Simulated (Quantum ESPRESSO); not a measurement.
# InP, zinc blende: band edges under a change of volume

How fast do the gaps move when the cell is scaled evenly? The geometries come from a scalar-relativistic relaxation.

Calculated with Quantum ESPRESSO 7.5, PBE+SOC, PseudoDojo fr-pbe-0.4 fully relativistic norm-conserving potentials, cutoff 1170 eV, Fermi–Dirac smearing 0.02 eV, k-mesh 8×8×8, no spin polarisation.

Reference cell, relaxed at zero pressure with PBE (F-43m): a = 4.2151 Å, b = 4.2151 Å, c = 4.2151 Å, α = 60.00°, β = 60.00°, γ = 60.00°.

```csv
atom,x,y,z
In,0.0000,0.0000,0.0000
P,0.7500,0.7500,0.7500
```

At 106 (volume as a share of the relaxed volume) the gap closes or falls to 0.1 eV or less at this level, and those rows are left out.

Levels are read on the k-mesh and along lines from Γ to X = (0.5, 0, 0.5), L = (0.5, 0.5, 0.5), K = (0.375, 0.375, 0.75) and W = (0.5, 0.25, 0.75) in the reciprocal basis of this cell (the letters only name these points), and count from the highest filled level.

| ln(V/V0) | gap (eV) | direct gap at Γ (eV) |
| --- | --- | --- |
| −0.0619 | 0.745 | 0.745 |
| −0.0202 | 0.517 | 0.517 |
| 0.0000 | 0.406 | 0.406 |
| 0.0198 | 0.298 | 0.298 |
| 0.0392 | 0.192 | 0.192 |

**Question.** Fit the direct gap at Γ and give it at ln(V/V0) = −0.0408, a row left out above.

A straight line through the 5 rows: the means are −0.00462 for ln(V/V0) and 0.4316 for the level, Σ(Δx)² = 0.006062 and ΣΔxΔy = −0.03316, so the slope is −0.03316/0.006062 = −5.4708 and the intercept 0.4316 − (−5.4708)(−0.00462) = 0.4063.

The slope is the volume deformation potential of this gap, −5.47 eV, as a mean over the range. The line gives 0.630 eV. The run itself gives 0.630 eV, so the estimate misses by 0.000 eV, a rounding's worth.

The gap is direct at Γ in every row. Semilocal functionals give gaps that are too small, and the error differs from valley to valley, so the order of close valleys can be wrong too.

[Logs are printed without paths, hosts, clocks, repeated set-up lines and the standing remarks that a program may print on its own settings, such as how far it seeks lower states.]
